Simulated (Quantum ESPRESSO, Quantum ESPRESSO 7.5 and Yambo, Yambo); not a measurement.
## InF3 (R-3c): G0W0 on several meshes in Yambo

Aim: the GW shift of InF3 (R-3c) against the k mesh.

Calculated with Quantum ESPRESSO 7.5 and Yambo 5.3.0; LDA and many-body steps on it, plane waves.

Report form: the programs' logs are mostly left out.

## (1) The starting structure

Symmetry: R-3c, No. 167, trigonal system. Conventional cell: a = 5.204 Å, b = 5.204 Å, c = 14.723 Å, α = 90.00°, β = 90.00°, γ = 120.00°. In has 6 F at 2.08 Å nearest. Nearest to F lie 2 In at 2.08 Å. Farther neighbours and most contacts between anions are not listed.

The cell and positions are those that the Materials Project relaxed with its own functionals (PBE, PBE+U or r2SCAN), kept fixed.

## (2) Empty states on the mesh, 4×4×4 mesh, 265 bands

This step: Quantum ESPRESSO 7.5; DFT, LDA, plane waves, norm-conserving pseudopotentials.

The sums over transitions need many empty states on a uniform mesh; this step solves for them.

pw.in reads:

```
&control
  calculation = 'nscf'
  prefix = 'x'
  outdir = 'o'
  pseudo_dir = 'pseudo'
/
&system
  ibrav = 0
  nat = 8
  ntyp = 2
  ecutwfc = 80.0
  nbnd = 265
  force_symmorphic = .true.
/
&electrons
  conv_thr = 1e-9
  electron_maxstep = 80
  diago_full_acc = .true.
  diago_thr_init = 5e-6
/
ATOMIC_SPECIES
  In 114.82 In.upf
  F 18.998 F.upf
CELL_PARAMETERS angstrom
  2.6021411829 1.5023469124 4.9075061345
  -2.6021411829 1.5023469124 4.9075061345
  0.0000000000 -3.0046938249 4.9075061345
ATOMIC_POSITIONS crystal
  In 0.5000000000 0.5000000000 0.5000000000
  In 0.0000000000 0.0000000000 0.0000000000
  F 0.3957092200 0.7500000000 0.1042907800
  F 0.7500000000 0.1042907800 0.3957092200
  F 0.8957092200 0.6042907800 0.2500000000
  F 0.2500000000 0.8957092200 0.6042907800
  F 0.6042907800 0.2500000000 0.8957092200
  F 0.1042907800 0.3957092200 0.7500000000
K_POINTS automatic
  4 4 4 0 0 0
```

The run is started by

```
> OMP_NUM_THREADS=1 mpirun -n 4 pw.x -nk 4 -in pw.in > pw.out
```

Elapsed: 92 s, on 4 MPI ranks of Arm Neoverse V2, shared host; peak memory 1.1 GiB.

Numbers from this step:

```
gap                                                           : 4.009 eV
k of the valence top                                          : 0, -0.5, -0.5
k of the conduction bottom                                    : 0, 0, 0
least direct gap                                              : 4.042 eV
k points computed                                             : 14
lowest point of the top converged band, above the valence top : 88.0993 eV
```

On this mesh the gap is 4.009 eV.

The density comes from a self-consistent run that is not shown.

## (3) Conversion and set-up

This step: Yambo 5.3.0; conversion and set-up on LDA, plane waves, norm-conserving pseudopotentials.

The states are converted to the many-body program's format and the q mesh is built.

The run is started by

```
> (cd o/x.save; p2y > p2y.log; mv SAVE ../..); yambo > setup.log
```

Run time: 3 s. Hardware: 1 MPI rank; peak memory 0.25 GiB.

## (4) 4×4×4

G0W0 replaces the xc potential by the self-energy, built once from these orbitals. Only a window of levels is corrected, while the sums run over the empty bands that the input names.

This step: G0W0 on LDA, plane waves, norm-conserving pseudopotentials.

gw2.in reads:

```
HF_and_locXC
gw0
dyson
ppa
em1d
rim_cut
RandQpts= 1000000
RandGvec= 1 RL
EXXRLvcs= 80 Ry
VXCRLvcs= 320 Ry
Chimod= "HARTREE"
% BndsRnXp
 1 | 133 |
%
NGsBlkXp= 7 Ry
% LongDrXp
 1 | 1 | 1 |
%
% GbndRnge
 1 | 133 |
%
DysSolver= "n"
ExtendOut
PPAPntXp= 27.21138 eV
% QPkrange
 7 | 7 | 41 | 44 |
 1 | 1 | 41 | 44 |
%
```

The run is started by

```
> OMP_NUM_THREADS=2 mpirun -n 2 yambo -F gw2.in -J gw2 -C gw2 > gw2.log
```

It took 11 min on 2 MPI ranks; peak memory 3.2 GiB; 40 min of CPU time.

This step gave:

| Item | Value |
| --- | --- |
| G0W0 gap on the points computed | 7.798 eV |
| starting gap on the mesh | 4.009 eV |
| k of the valence top | 0, -0.5, -0.5 |
| k of the conduction bottom | 0, 0, 0 |
| least direct G0W0 gap on the computed points | 7.847 eV |
| Z at the valence top | 0.7980 |
| Z at the conduction bottom | 0.8692 |

The gap on the mesh goes from 4.01 eV to 7.80 eV, a correction of +3.79 eV.

## (5) Empty states on the mesh, 2×2×2 mesh, 133 bands

This step: Quantum ESPRESSO 7.5; DFT, LDA, plane waves, norm-conserving pseudopotentials.

pw.in, as its differences from that of step 2:

```diff
@@ -11,3 +11,3 @@
   ecutwfc = 80.0
-  nbnd = 265
+  nbnd = 133
   force_symmorphic = .true.
@@ -37,2 +37,2 @@
 K_POINTS automatic
-  4 4 4 0 0 0
+  2 2 2 0 0 0
```

The run is started by

```
> OMP_NUM_THREADS=1 mpirun -n 4 pw.x -nk 4 -in pw.in > pw.out
```

Run time: 8.3 s. Hardware: 4 MPI ranks; peak memory 0.72 GiB; 33 s of CPU time.

This step gave:

- gap: 4.009 eV
- k of the valence top: 0, -0.5, -0.5
- k of the conduction bottom: 0, 0, 0
- least direct gap: 4.042 eV
- k points computed: 4
- lowest point of the top converged band, above the valence top: 49.40 eV

On this mesh the gap is 4.009 eV.

## (6) Conversion and set-up

This step: Yambo 5.3.0; conversion and set-up on LDA, plane waves, norm-conserving pseudopotentials.

The run is started by

```
> (cd o/x.save; p2y > p2y.log; mv SAVE ../..); yambo > setup.log
```

The job ended after 2 s (1 MPI rank; peak memory 0.24 GiB).

## (7) 2×2×2

This step: G0W0 on LDA, plane waves, norm-conserving pseudopotentials.

gw11.in, as its differences from gw2.in of step 4:

```diff
@@ -25,3 +25,3 @@
 % QPkrange
- 7 | 7 | 41 | 44 |
+ 3 | 3 | 41 | 44 |
  1 | 1 | 41 | 44 |
```

The run is started by

```
> OMP_NUM_THREADS=2 mpirun -n 2 yambo -F gw11.in -J gw11 -C gw11 > gw11.log
```

The job ended after 32 s (2 MPI ranks; peak memory 1.3 GiB).

This step gave:

| Item | Value |
| --- | --- |
| G0W0 gap on the points computed | 7.757 eV |
| starting gap on the mesh | 4.009 eV |
| k of the valence top | 0, -0.5, -0.5 |
| k of the conduction bottom | 0, 0, 0 |
| least direct G0W0 gap on the computed points | 7.810 eV |
| Z at the valence top | 0.8003 |
| Z at the conduction bottom | 0.8700 |

Against G0W0 in Yambo (4×4×4 mesh, 133 bands, screening to 95.2 eV, Godby-Needs plasmon pole), the gap moves by −0.041 eV.

## (8) The runs together

Times are wall times on 2 MPI ranks of Arm Neoverse V2, shared host, good to a factor of about two.

| run | mesh | bands | screening cutoff (eV) | DFT gap (eV) | gap on the mesh (eV) | direct (eV) | time |
| --- | --- | --- | --- | --- | --- | --- | --- |
| 4×4×4 | 4×4×4 | 133 | 95.2 | 4.009 | 7.798 | 7.847 | 11 min |
| 2×2×2 | 2×2×2 | 133 | 95.2 | 4.009 | 7.757 | 7.810 | 32 s |

## (9) Results

- 4×4×4: 7.798 eV
- 2×2×2: 7.757 eV
- known limits: not at the basis limit; no spin-orbit coupling; coarse k mesh

What this shows: 2×2×2: −0.041 eV against 4×4×4. Bands and cutoff are finite, so the gap is not at the basis limit. The miss can reach some tenths of an eV and take either sign; the mesh is an error of its own. In the G0W0 runs levels were corrected at 2 k points alone, so a gap called «on the mesh» is the least over those, and an edge elsewhere would be missed. The many-body steps are scalar-relativistic: spin-orbit coupling is not in them.

[Paths, hosts, dates, memory and timing lines, banners, echoed tables and standing remarks are left out of the program output.]

[Logs are printed without paths, hosts, clocks, repeated set-up lines and the standing remarks that a program may print on its own settings, such as how far it seeks lower states.]

[Runs of the session that timed out or met a known fault of the program may be left out.]

[Hosts, paths, dates, database ids (printed as entryN), source tags and the programs' standing remarks are cut or masked in the printed files.]
